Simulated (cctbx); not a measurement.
**What is wrong with this refinement?**

Cell a = 3.1790 Å, b = 3.1790 Å, c = 14.4140 Å, α = 90.00°, β = 90.00°, γ = 120.00°; space group P-3m1 (no. 164). The compound is Sn4B2CN.

The data are simulated with cctbx, not measured: synchrotron X-rays, λ = 0.7749 Å, to d = 0.65 Å, 95 % of the full sphere, strongest reflection 5000 counts, noise from counting, a 6 % proportional error and a noise floor of 2 counts (s.d.); no absorption, and some extinction, which the refinements don't model.

An anisotropic refinement with weights 1/σ² prints:

```text
Rint 0.057, 242 unique reflections to 0.65 A
cycle     R1     wR2    GooF  max shift (A)
   1  0.0400  0.0818   2.133   0.00131
   2  0.0395  0.0795   2.072   0.00000
final R1 0.0395 wR2 0.0795 GooF 2.072  parameters 10  data/parameter 24.2
atom        x        y        z      Ueq    occ   su(xyz)  su(Uiso or U11)
Sn1    0.66667  0.33333  0.08450   0.0114  1.000  0.00006  0.0003
Sn2    0.33333  0.66667  0.58513   0.0117  1.000  0.00006  0.0003
N1     0.00000  0.00000  0.50000   0.0230  1.000  0.00000  0.0051
C1     0.00000  0.00000  0.00000   0.0223  1.000  0.00000  0.0059
difference map: max 11.95 min -1.52 rms 0.59
Q1    0.3333  0.6667  0.2516    2   12.81  2.98 A from Sn2
Q2    0.3333  0.6667  0.5840    2    4.67  0.02 A from Sn2
Q3    0.3333  0.6667  0.9224    2    4.53  0.10 A from Sn1
Q4    0.3333  0.6667  0.3189    2    1.28  2.30 A from Sn2
Q5    0.3333  0.6667  0.6851    2    0.93  1.44 A from Sn2
Q6    0.3333  0.6667  0.5074    2    0.88  1.12 A from Sn2
```

Q: Accept it or mend it, and why?

Mend it. The fault: an atom left out, B at (1/3, 2/3, 0.2516). Against the right model at the same level, R1 goes from 0.0143 to 0.0395 and GooF from 0.96 to 2.07 and the top difference peak, 12.8 e/Å³, lies 2.98 Å from Sn2. Q1 is the missing atom. With scattering power missing, scale and phases suffer, so peaks may also grow on the heavy atoms.

The compound is Sn4B2CN. The right model at the same level gives:

```text
Rint 0.057, 242 unique reflections to 0.65 A
cycle     R1     wR2    GooF  max shift (A)
   1  0.0145  0.0376   0.986   0.00084
   2  0.0143  0.0365   0.959   0.00003
final R1 0.0143 wR2 0.0365 GooF 0.959  parameters 13  data/parameter 18.6
atom        x        y        z      Ueq    occ   su(xyz)  su(Uiso or U11)
Sn1    0.66667  0.33333  0.08441   0.0120  1.000  0.00003  0.0001
Sn2    0.33333  0.66667  0.58510   0.0122  1.000  0.00003  0.0001
N1     0.00000  0.00000  0.50000   0.0252  1.000  0.00000  0.0025
C1     0.00000  0.00000  0.00000   0.0227  1.000  0.00000  0.0027
B1     0.33333  0.66667  0.25229   0.0226  1.000  0.00060  0.0020
difference map: max 1.02 min -1.32 rms 0.24
Q1    0.3333  0.6667  0.3181    2    1.11  0.95 A from B1
Q2    0.3333  0.6667  0.6872    2    1.10  1.47 A from Sn2
Q3    0.3333  0.6667  0.5048    2    0.93  1.16 A from Sn2
Q4    0.2465  0.4929  0.4112    6    0.86  1.65 A from Sn2
Q5    0.2392  0.4784  0.0831    6    0.74  1.64 A from Sn1
Q6    0.1485  0.5742  0.4635    6    0.72  1.50 A from Sn2
```

The model is made up (kin elements in a known structure type, no relaxation), so it says nothing on whether the phase exists.

[Middle refinement cycles are left out of these outputs.]

[Logs are printed without paths, hosts, clocks, repeated set-up lines and the standing remarks that a program may print on its own settings, such as how far it seeks lower states.]
